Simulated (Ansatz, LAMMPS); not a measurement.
# Amorphous 25SiO2-75TiO2 (mol %) (96 atoms): geometry optimisation, part 4 of 4

How does amorphous 25SiO2-75TiO2 (mol %) (96 atoms) relax, and what do bonds, charges and levels look like afterwards?

Ansatz 0.2.0; Kohn-Sham DFT, PBE, PAW (set soft_2), plane waves.

The cell: 8 Si, 24 Ti and 64 O. The quench rate of 50 K/ps is many orders above laboratory rates. The starting topology of bonds comes from the classical model. Only the Γ point is sampled in the main run, in a cell whose shortest periodic width is 11 Å.

So far. Step 4 (Cell and atoms relaxed): The relaxation changed the energy by -59.8 meV/atom, and atoms moved by 0.33 Å r.m.s., 1.1 Å at most. Step 7 (K-mesh 2×2×2): Forces differ from those of the single point at the relaxed geometry by 7.1 meV/Å r.m.s.; the energy by -0.25 meV/atom. It took 5.4 min and 12 cycles; the reference's time can't be set against it, since the two runs asked for unlike analyses.

### 8. Functional HSE06

HSE06 mixes in a quarter of exact exchange at short range, which counters self-interaction, at a higher cost.

This step: Kohn-Sham DFT, HSE06, PAW (set soft_2), plane waves (Ansatz 0.2.0).

input.yaml

```yaml
crystal:
  lattice:
    - [10.87391, -0.28401, -0.24451]
    - [-0.28401, 11.38521, -0.08599]
    - [-0.24451, -0.08599, 10.87093]
  atoms:
    [... the 96 atom lines of step 6 ...]
kpoints:
  mp_grid: { grid: [1, 1, 1] }
hamiltonian:
  xc: hse06
scf:
  occupations: { method: fermi_dirac, width: 0.025 }
output:
  forces: true
  stress: true
  populations: true
  dos:
    method: { smearing: { sigma: 0.08 } }
    de: 0.05
    projected: { site_lists: { O: [O], Si: [Si], Ti: [Ti] } }
  eigenvalues: true
```

Started as:

```sh
> ansatz run input.yaml --threads 4 --pin off --max-ram 8192MiB --backend cpu --events-out ev --progress --plain --runs-dir out
```

Numbers of over 12 decimals in the logs are rounded to 6 here.

Log:

```text
Warning: output.stress: scf.convergence.dr2_threshold = 1e-7 eV (the SCF's general default) is looser than the 1.6e-9 eV advised for a printed stress (1e-10 eV for each atom of the cell: 96, of which 16 are counted). What an SCF threshold leaves in a stress goes as its square root, and in the free energy as the threshold itself, and one threshold admits the most on a small cell: [...]
Warning: output.stress: scf.exx.energy_threshold = 1e-6 eV is looser than the 1.6e-7 eV advised for a stress under a hybrid functional (1e-8 eV for each atom of the cell: 96, of which 16 are counted). Every SCF of the exchange loop can meet its threshold on dr2 while the loop round them stops early: [...]
exact exchange: scf.exx.singularity resolves to wigner_seitz, which cuts the screened interaction at the faces of the exchange supercell's Wigner-Seitz cell, so that each pair interacts once, at the shortest of its separations (the periodic images that this leaves out come, [...]
[...]
Crystal: 96 atoms, lattice volume = 1344.190 Å³
Basis set: ecut = 420 eV, 26227 PW (Γ), exchange–correlation on 150×160×150 points (8 copies of the dense FFT grid, shifted against one another)
Bands: 448, of which v1, the nominal top of the filled ones, is band 352 counted from 1 (351 counted from 0)
Symmetry: 1 space group operations
[...]
k-points: 1
[...]
SCF iter   1: F=—  HF=-101513.608350 eV  |F-HF|=—  |Δ(HF+E_count)|=         —  Δρ=4.07e-3  dr2=2.91e-1  ethr=1.77e-3  ⟨swp⟩=6.0  Hψ=1873  notcnv=0
[...]
SCF iter   5: F=—  HF=-101513.599425 eV  |F-HF|=—  |Δ(HF+E_count)|=   2.26e-3  Δρ=3.22e-4  dr2=1.06e-3  ethr=1.62e-7  ⟨swp⟩=4.0  Hψ=1867  notcnv=0
SCF iter   6: F=-101513.599599 eV  HF=-101513.599590 eV  |F-HF|=8.78e-6  |Δ(HF+E_count)|=   1.65e-4  Δρ=1.42e-4  dr2=1.71e-4  ethr=1.50e-7  ⟨swp⟩=4.0  Hψ=971  notcnv=0  defer=1
SCF 1 stopped early in 6 iterations: F = -101513.599599 eV  dr2 = 1.71e-4
[...]
Exchange kernel: α = 0.2500, screened, ω = 0.2079 Å⁻¹, Wigner–Seitz truncation, v(0) = 949.3741 eV·Å³, q-mesh 1×1×1, nearest image of the exchange supercell L = 10.87 Å, pair-density grid 54×60×54, without the augmentation charges, whose exchange is taken in its separable form (sized by the pseudopotential files, [...]
Frozen-core exchange: fock
SCF iter   1: F=—  HF=-101498.327327 eV  |F-HF|=—  |Δ(HF+E_count)|=         —  Δρ=2.78e-2  dr2=1.55e1  ethr=2.44e-7  ⟨swp⟩=12.0  Hψ=2679  notcnv=0
[...]
SCF iter   9: F=—  HF=-101494.999211 eV  |F-HF|=—  |Δ(HF+E_count)|=   1.28e-3  Δρ=2.28e-4  dr2=9.19e-4  ethr=1.55e-8  ⟨swp⟩=5.0  Hψ=1491  notcnv=0
SCF iter  10: F=-101494.998989 eV  HF=-101494.999017 eV  |F-HF|=2.76e-5  |Δ(HF+E_count)|=   1.94e-4  Δρ=5.22e-5  dr2=4.59e-5  ethr=1.55e-8  ⟨swp⟩=4.0  Hψ=1234  notcnv=0
SCF 2 stopped early in 10 iterations: F = -101494.998989 eV  dr2 = 4.59e-5
  Residual-converged pass: ⟨swp⟩=3.0  Hψ=1152  notcnv=0  max |occ|·‖R‖ = 5.8e-6 eV (tolerance 6.7e-6 eV)  dr2=4.59e-5  dr2_onsite=4.57e-6  max |Δocc| = 0.0e0
hybrid outer 1: dexx = +6.159e-1 eV, tail = 1.06e-3 eV
[...]
Frozen-core exchange: fock
SCF iter   1: F=—  HF=-101494.985508 eV  |F-HF|=—  |Δ(HF+E_count)|=         —  Δρ=9.13e-5  dr2=7.43e-5  ethr=7.54e-7  ⟨swp⟩=10.0  Hψ=1243  notcnv=0
[...]
SCF iter   7: F=—  HF=-101494.985522 eV  |F-HF|=—  |Δ(HF+E_count)|=   2.15e-8  Δρ=1.06e-6  dr2=1.54e-8  ethr=1.35e-11  ⟨swp⟩=3.0  Hψ=940  notcnv=0
SCF iter   8: F=-101494.985522 eV  HF=-101494.985522 eV  |F-HF|=9.60e-10  |Δ(HF+E_count)|=   2.08e-9  Δρ=4.81e-7  dr2=7.68e-9  ethr=1.03e-11 (applied; sched 1.48e-12)  ⟨swp⟩=2.0  Hψ=800  notcnv=0
SCF 3 converged in 8 iterations: F = -101494.985522 eV  dr2 = 7.68e-9
[...]
hybrid outer 2: dexx = +3.113e-5 eV, tail = 2.43e-7 eV, Δε = 3.47e-3 eV (about 5.59e-5 eV left of the loop's levels), ΔF = 1.37e-2 eV/Å (tail 1.24e-3)
[...]
Frozen-core exchange: fock
SCF iter   1: F=—  HF=-101494.985521 eV  |F-HF|=—  |Δ(HF+E_count)|=         —  Δρ=2.42e-6  dr2=8.74e-8  ethr=1.72e-10  ⟨swp⟩=19.0  Hψ=1679  notcnv=0
[...]
SCF iter   3: F=-101494.985521 eV  HF=-101494.985521 eV  |F-HF|=8.73e-10  |Δ(HF+E_count)|=   3.38e-9  Δρ=3.83e-7  dr2=3.39e-9  ethr=1.03e-11 (applied; sched 1.89e-12)  ⟨swp⟩=2.0  Hψ=800  notcnv=0
SCF 4 converged in 3 iterations: F = -101494.985521 eV  dr2 = 3.39e-9
[...]
hybrid SCF converged: 3 outer / 21 inner (+6 warm-up), last move |dexx| = 1.65e-8 eV, tail = 7.36e-9 eV
Stability not checked: this state was not tested for a lower state beside it, because the functional holds exact exchange (a hybrid, or Hartree-Fock), whose exchange loop this test does not read (fock_operator; see scf.lower_state_search)
Free energy (F): -101494.985521 eV
Frozen-core exchange: fock
[...]
Internal energy: -101494.985521 eV  (E = F + TS)
E sigma→0 (E₀):  -101494.985521 eV
Fermi energy:    5.105265 eV
[...]
Σ components = -101494.985521   (vs F -101494.985521, Δ=0.00e0)
--- Forces (eV/Å), atoms counted from 1 ---
  atom   1  Si     0.06579443     0.00019853     0.00953058
  atom   2  Si    -0.04792945     0.03281207    -0.02367721
  atom   3  Si     0.06949779    -0.00353151     0.05411194
  atom   4  Si    -0.09049896     0.02887349     0.07064734
[...]
atom  96  O     -0.05957275    -0.21423107     0.30614775
  max |Σ_I F_I| component: 2.30e-4 eV/Å
--- Stress (GPa, compression-positive) ---
       -5.433694      -0.031214       0.043201
       -0.031214      -5.402637      -0.053374
        0.043202      -0.053373      -5.428187
  P = ⅓ Tr σ = -5.4215 GPa (-54.215 kbar)
--- Band table (eV) ---
[...]
--- Löwdin populations: 96 sites ---
  site symbol       q [e]
     0     Si      2.2308
     1     Si      2.1889
     2     Si      2.2186
[...]
95      O      6.6554
  spilling = 0.005919 (of n_electrons = 704.000000)
```

Elapsed: 11 min, on 4 threads of Arm Neoverse V1, shared host; peak memory 4.9 GiB.

The program notes that the exchange threshold is loose for the stress and the SCF threshold is loose for the stress.

Geometry and reference: those of the single point at the relaxed geometry.

Forces differ from those of the single point at the relaxed geometry by 182 meV/Å r.m.s.; the pressure by -5.4 GPa and the gap by +1.6 eV. It took 11 min and 27 cycles; the reference's time can't be set against it, since the two runs asked for unlike analyses.

Numbers from this run:

```
free energy                                      : -101494.9855 eV
free energy per atom                             : -1057.2394 eV/atom
SCF cycles                                       : 27
pressure                                         : -5.422 GPa
r.m.s. force component                           : 0.1818 eV/Å
longest force                                    : 0.7055 eV/Å
Fermi energy                                     : 5.105 eV
gap (highest filled to lowest empty level) : 4.643 eV
spilling of the projection                       : 0.005919
```

Length of the force by element and coordination:

| element | coordination | atoms | mean length of the force (eV/Å) | spread | least | most |
| --- | --- | --- | --- | --- | --- | --- |
| O | all | 64 | 0.311 | 0.137 | 0.0669 | 0.706 |
| O | 2 | 49 | 0.329 | 0.138 | 0.091 | 0.706 |
| O | 3 | 15 | 0.251 | 0.116 | 0.0669 | 0.440 |
| Si | all | 8 | 0.0856 | 0.0395 | 0.0442 | 0.172 |
| Ti | all | 24 | 0.279 | 0.0903 | 0.149 | 0.486 |
| Ti | 4 | 10 | 0.259 | 0.0778 | 0.149 | 0.386 |
| Ti | 5 | 13 | 0.295 | 0.0991 | 0.164 | 0.486 |
| Ti | 6 | 1 | 0.279 | 0 | 0.279 | 0.279 |

Löwdin charges by element and coordination (they lack the spilled electrons, 0.043 e an atom on average):

| element | coordination | atoms | mean charge (e) | spread | least | most |
| --- | --- | --- | --- | --- | --- | --- |
| O | all | 64 | -0.735 | 0.0548 | -0.829 | -0.616 |
| O | 2 | 49 | -0.727 | 0.0575 | -0.829 | -0.616 |
| O | 3 | 15 | -0.761 | 0.0333 | -0.822 | -0.718 |
| Si | all | 8 | 1.78 | 0.0173 | 1.76 | 1.81 |
| Ti | all | 24 | 1.54 | 0.022 | 1.50 | 1.58 |
| Ti | 4 | 10 | 1.53 | 0.0214 | 1.50 | 1.56 |
| Ti | 5 | 13 | 1.55 | 0.0182 | 1.51 | 1.58 |
| Ti | 6 | 1 | 1.55 | 0 | 1.55 | 1.55 |

Density of states as counts of states in windows of 1 eV (from the Fermi level), total and the larger projections:

| from (eV) | to (eV) | total | O p | Ti d |
| --- | --- | --- | --- | --- |
| -14 | -11 | 0.0 | 0.0 | 0.0 |
| -11 | -10 | 5.5 | 3.7 | 0.1 |
| -10 | -9 | 4.5 | 3.0 | 0.2 |
| -9 | -8 | 6.0 | 4.1 | 0.4 |
| -8 | -7 | 18.0 | 13.2 | 1.6 |
| -7 | -6 | 46.1 | 34.0 | 7.8 |
| -6 | -5 | 96.5 | 72.7 | 19.1 |
| -5 | -4 | 71.0 | 59.8 | 8.3 |
| -4 | -3 | 84.1 | 75.6 | 5.9 |
| -3 | -2 | 52.3 | 49.4 | 1.9 |
| -2 | 2 | 0.0 | 0.0 | 0.0 |
| 2 | 3 | 38.8 | 2.8 | 34.3 |
| 3 | 4 | 70.8 | 8.8 | 57.2 |
| 4 | 5 | 57.4 | 10.7 | 41.0 |

Between -26 and -14 eV lie 128 more states.

The stored curve holds about 512 of the 704 electrons; the rest, give or take the few that broadening carries across the Fermi level, lie in deeper levels below its range.

The levels nearest the highest filled one (over half full), pooled over k-points and spins:

| level less the highest filled one (eV) | occupation |
| --- | --- |
| -0.198 | 2 |
| -0.166 | 2 |
| -0.144 | 2 |
| -0.0985 | 2 |
| -0.0233 | 2 |
| 0 | 2 |
| 4.64 | 0 |
| 4.71 | 0 |
| 4.77 | 0 |
| 4.82 | 0 |
| 4.86 | 0 |
| 4.91 | 0 |

### 9. Functional r2SCAN (500 eV)

The meta-GGA r2SCAN uses the kinetic energy density as well as the density and its gradient. Besides, the cutoff goes from 420 to 500 eV.

This step: Kohn-Sham DFT, r2SCAN, PAW (set soft_2), plane waves (Ansatz 0.2.0).

Edit input.yaml of step 8 so:

```diff
@@ -10,3 +10,3 @@
 hamiltonian:
-  xc: hse06
+  xc: r2scan
 scf:
```

Log:

```text
[...]
Crystal: 96 atoms, lattice volume = 1344.190 Å³
Basis set: ecut = 500 eV, 34099 PW (Γ), exchange–correlation on 320×360×320 points (64 copies of the dense FFT grid, shifted against one another)
Bands: 448, of which v1, the nominal top of the filled ones, is band 352 counted from 1 (351 counted from 0)
Symmetry: 1 space group operations
[...]
k-points: 1
[...]
SCF iter   1: F=—  HF=-101738.558683 eV  |F-HF|=—  |Δ(HF+E_count)|=         —  Δρ=2.05e-2  dr2=6.98e0  dr2_τ=6.48e0  ethr=1.77e-3  ⟨swp⟩=6.0  Hψ=1669  notcnv=0  defer=51
[...]
SCF iter  12: F=—  HF=-101739.188880 eV  |F-HF|=—  |Δ(HF+E_count)|=   1.29e-7  Δρ=2.53e-6  dr2=1.16e-7  dr2_τ=9.66e-9  ethr=5.61e-11  ⟨swp⟩=2.0  Hψ=572  notcnv=0  defer=89
SCF iter  13: F=-101739.188880 eV  HF=-101739.188880 eV  |F-HF|=1.51e-8  |Δ(HF+E_count)|=   6.30e-8  Δρ=1.56e-6  dr2=3.73e-8  dr2_τ=4.08e-9  ethr=1.42e-11  ⟨swp⟩=11.0  Hψ=1908  notcnv=0
SCF 1 converged in 13 iterations: F = -101739.188880 eV  dr2 = 3.73e-8
[...]
SCF converged after 13 iterations
Free energy (F): -101739.188880 eV
[...]
Internal energy: -101739.188880 eV  (E = F + TS)
E sigma→0 (E₀):  -101739.188880 eV
Fermi energy:    5.190564 eV
[...]
Σ components = -101739.188880   (vs F -101739.188880, Δ=0.00e0)
--- Forces (eV/Å), atoms counted from 1 ---
  atom   1  Si     0.04328458    -0.00070163    -0.00858797
  atom   2  Si    -0.01836811     0.01185064    -0.00361967
  atom   3  Si     0.05596864    -0.02876366     0.02834401
  atom   4  Si    -0.05417804    -0.02145816     0.05260583
[...]
atom  96  O     -0.00793620    -0.08226280     0.12265938
  max |Σ_I F_I| component: 1.20e-4 eV/Å
--- Stress (GPa, compression-positive) ---
       -4.001127      -0.017339       0.022752
       -0.017339      -3.957776      -0.007602
        0.022752      -0.007604      -3.958971
  P = ⅓ Tr σ = -3.9726 GPa (-39.726 kbar)
--- Band table (eV) ---
[...]
--- Löwdin populations: 96 sites ---
  site symbol       q [e]
     0     Si      2.2266
     1     Si      2.1844
     2     Si      2.2146
[...]
95      O      6.6158
  spilling = 0.005488 (of n_electrons = 704.000000)
```

It took 76 s on 4 threads; peak memory 3.9 GiB.

Geometry and reference: those of the single point at the relaxed geometry.

Forces differ from those of the single point at the relaxed geometry by 102 meV/Å r.m.s.; the pressure by -4.0 GPa and the gap by +0.38 eV. It took 76 s and 13 cycles; the reference's time can't be set against it, since the two runs asked for unlike analyses.

### 10. Functional PBEsol

PBEsol restores the gradient expansion of exchange for slowly varying densities and usually gives shorter bonds in solids than PBE.

This step: Kohn-Sham DFT, PBEsol, PAW (set soft_2), plane waves (Ansatz 0.2.0).

Edit input.yaml of step 9 so:

```diff
@@ -10,3 +10,3 @@
 hamiltonian:
-  xc: r2scan
+  xc: pbesol
 scf:
```

Log:

```text
[...]
Crystal: 96 atoms, lattice volume = 1344.190 Å³
Basis set: ecut = 420 eV, 26227 PW (Γ), exchange–correlation on 150×160×150 points (8 copies of the dense FFT grid, shifted against one another)
Bands: 448, of which v1, the nominal top of the filled ones, is band 352 counted from 1 (351 counted from 0)
Symmetry: 1 space group operations
[...]
k-points: 1
[...]
SCF iter   1: F=—  HF=-100357.388059 eV  |F-HF|=—  |Δ(HF+E_count)|=         —  Δρ=1.48e-2  dr2=2.71e0  ethr=1.77e-3  ⟨swp⟩=6.0  Hψ=1672  notcnv=0  defer=51
[...]
SCF iter  12: F=—  HF=-100356.831243 eV  |F-HF|=—  |Δ(HF+E_count)|=   7.19e-7  Δρ=3.24e-6  dr2=1.78e-7  ethr=1.34e-10  ⟨swp⟩=2.0  Hψ=563  notcnv=0  defer=89
SCF iter  13: F=-100356.831243 eV  HF=-100356.831243 eV  |F-HF|=1.75e-8  |Δ(HF+E_count)|=   1.14e-7  Δρ=1.91e-6  dr2=5.72e-8  ethr=1.42e-11  ⟨swp⟩=11.0  Hψ=2079  notcnv=0
SCF 1 converged in 13 iterations: F = -100356.831243 eV  dr2 = 5.72e-8
[...]
SCF converged after 13 iterations
Free energy (F): -100356.831243 eV
[...]
Internal energy: -100356.831243 eV  (E = F + TS)
E sigma→0 (E₀):  -100356.831243 eV
Fermi energy:    5.271853 eV
[...]
Σ components = -100356.831243   (vs F -100356.831243, Δ=0.00e0)
--- Forces (eV/Å), atoms counted from 1 ---
  atom   1  Si     0.01719693     0.00066626    -0.04279403
  atom   2  Si     0.01707130     0.03062808    -0.01297152
  atom   3  Si    -0.03007642    -0.00616907     0.01515265
  atom   4  Si     0.02578523    -0.00315423    -0.01893227
[...]
atom  96  O      0.00193206    -0.10893102     0.15889802
  max |Σ_I F_I| component: 1.18e-4 eV/Å
--- Stress (GPa, compression-positive) ---
       -3.979692      -0.051986       0.004943
       -0.051986      -3.861523       0.017653
        0.004943       0.017653      -3.915349
  P = ⅓ Tr σ = -3.9189 GPa (-39.189 kbar)
--- Band table (eV) ---
[...]
--- Löwdin populations: 96 sites ---
  site symbol       q [e]
     0     Si      2.3174
     1     Si      2.2793
     2     Si      2.3079
[...]
95      O      6.5627
  spilling = 0.005542 (of n_electrons = 704.000000)
```

Elapsed: 33 s, on 4 threads; peak memory 1.9 GiB.

Geometry and reference: those of the single point at the relaxed geometry.

Forces differ from those of the single point at the relaxed geometry by 82 meV/Å r.m.s.; the pressure by -3.9 GPa and the gap by -0.026 eV.

### 11. The ladder side by side

Each row is set against the single point at the relaxed geometry (Kohn-Sham DFT, PBE, PAW (set soft_2), plane waves; r.m.s. force component 0.00445 eV/Å). Energies are set beside the reference only for runs with its functional, potentials and electron count. Times are for 4 threads of Arm Neoverse V1, shared host. The reference's time includes grids, which some other runs skip.

| run | Δ force, r.m.s. (meV/Å) | Δ energy (meV/atom) | Δ pressure (GPa) | Δ gap (eV) | cycles | time | host memory (GiB) |
| --- | --- | --- | --- | --- | --- | --- | --- |
| reference | - | - | - | - | 12 | 32 s | 1.9 |
| k-mesh 2×2×2 | 7.09 | -0.253 | 7.0e-4 | -0.0046 | 12 | 5.4 min | 6.4 |
| functional HSE06 | 182 | - | -5.41 | 1.60 | 27 | 11 min | 4.9 |
| functional r2SCAN (500 eV) | 102 | - | -3.96 | 0.380 | 13 | 76 s | 3.9 |
| functional PBEsol | 82.1 | - | -3.91 | -0.0263 | 13 | 33 s | 1.9 |

### 12. Results

- energy change in the relaxation: -59.81 meV/atom
- r.m.s. displacement: 0.327 Å
- largest displacement: 1.091 Å
- free energy per atom: -1057.4319 eV/atom
- pressure: -0.01163 GPa
- r.m.s. force component: 0.00445 eV/Å
- gap (highest filled to lowest empty level): 3.046 eV
- wall time of the 7 DFT runs: 31 min

**Reading.** Relaxation lowers the energy by 59.8 meV/atom and moves atoms by 0.33 Å r.m.s.; the r.m.s. force component goes from 0.75 to 0.0044 eV/Å. Displacements are taken in the final cell, so they leave out its strain. By the final cutoffs 0 of 140 bonded pairs parted and 3 joined. The cell grew by 6.7 % in volume. From the first step to the last the energy fell by 5.742 eV, across changes of basis, and the largest move was 1.09 Å (O53). The O-Ti bonds change most in mean length: from 1.861 Å (spread 0.154) to 1.902 Å (spread 0.134), and their number from 108 to 111. With the cutoffs above, 77 % of O atoms have 2, all Si atoms have 4 and 54 % of Ti atoms have 5 bonded neighbours. Filled and empty levels are parted by 3.05 eV (at Γ alone); a semilocal functional tends to put such gaps too low. In a disordered cell it changes from sample to sample, and tail or defect levels can set it.

Among the changes of functional, dispersion, potentials or spin set against this reference, functional HSE06 moves the forces most, by 182 meV/Å r.m.s. The gap changes by +1.60 eV with HSE06.

Caveats: The network of bonds at the start is that of the classical potential that made the cell; in DFT 0 of its 140 bonded pairs passed out of the cutoffs and 3 came within them.

[Logs are printed without paths, hosts, clocks, repeated set-up lines and the standing remarks that a program may print on its own settings, such as how far it seeks lower states.]

[Hosts, paths, dates, database ids (printed as entryN), source tags and the programs' standing remarks are cut or masked in the printed files.]
